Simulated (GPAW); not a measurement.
# Surface energy and work function of Ag(100) from slabs of 4 to 14 layers (LDA)

How do energy and work function of Ag(100) films settle with thickness, and what surface energy follows?

Set-up. GPAW 26.7.0, plane waves at 450 eV with PAW setups; symmetric 1×1 slabs cut at the tabulated lattice constant (two decimals; low-temperature values for the alkali metals), atoms at bulk places, 7.5 Å of vacuum on each side, one in-plane mesh for all thicknesses, Fermi-Dirac smearing of 0.1 eV. Energies are extrapolated to zero smearing and count from the program's reference atoms. Functional LDA. The cell's area is 8.364 Å².

What came out, but for one run:

| layers | energy (eV) | work function (eV) |
| --- | --- | --- |
| 4 | −14.2256 | 4.66 |
| 5 | −18.1376 | 4.67 |
| 6 | −22.0359 | 4.71 |
| 7 | −25.9382 | 4.72 |
| 8 | −29.8404 | 4.72 |
| 9 | −33.7433 | 4.71 |
| 10 | −37.6479 | 4.70 |
| 11 | −41.5515 | 4.70 |
| 12 | −45.4584 | 4.71 |
| 14 | ? | ? |

**Question.** What surface energy do these runs give, and what energy and work function should the 14-layer slab have?

Worked answer. A slab of n layers has E(n) = nε + 2Aγ once its middle is bulk-like. A line through n = 6 to 12 has the slope ε = −3.9036 eV a layer and the intercept 2Aγ = 1.3876 eV (r.m.s. residual 1.4 meV). So γ = 1.3876 / (2 × 8.364 Å²) = 0.0829 eV/Å² = 1.33 J/m², with a standard error of under 0.01 J/m² from the scatter about the line. For 14 layers: 1.3876 + 14 × (−3.9036) = −53.263 eV; the run gives −53.264 eV, 1.3 meV under the line. The work function has no such law: from 6 to 12 layers it moves between 4.70 and 4.72 eV (mean 4.71), and the 14-layer slab gives 4.71 eV. The thinnest slab, 4 layers, lies −0.05 eV from that mean. The measured value for this face is 4.36 eV (“Anisotropic work function of elemental crystals” (2019, arxiv:1902.07811)); the unrelaxed 14-layer slab lies 0.35 eV over it.

**Limits.** The surfaces are unrelaxed, so γ is an upper bound for this functional and lattice constant. The tabulated lattice constant isn't the functional's own, which strains the slab a little.
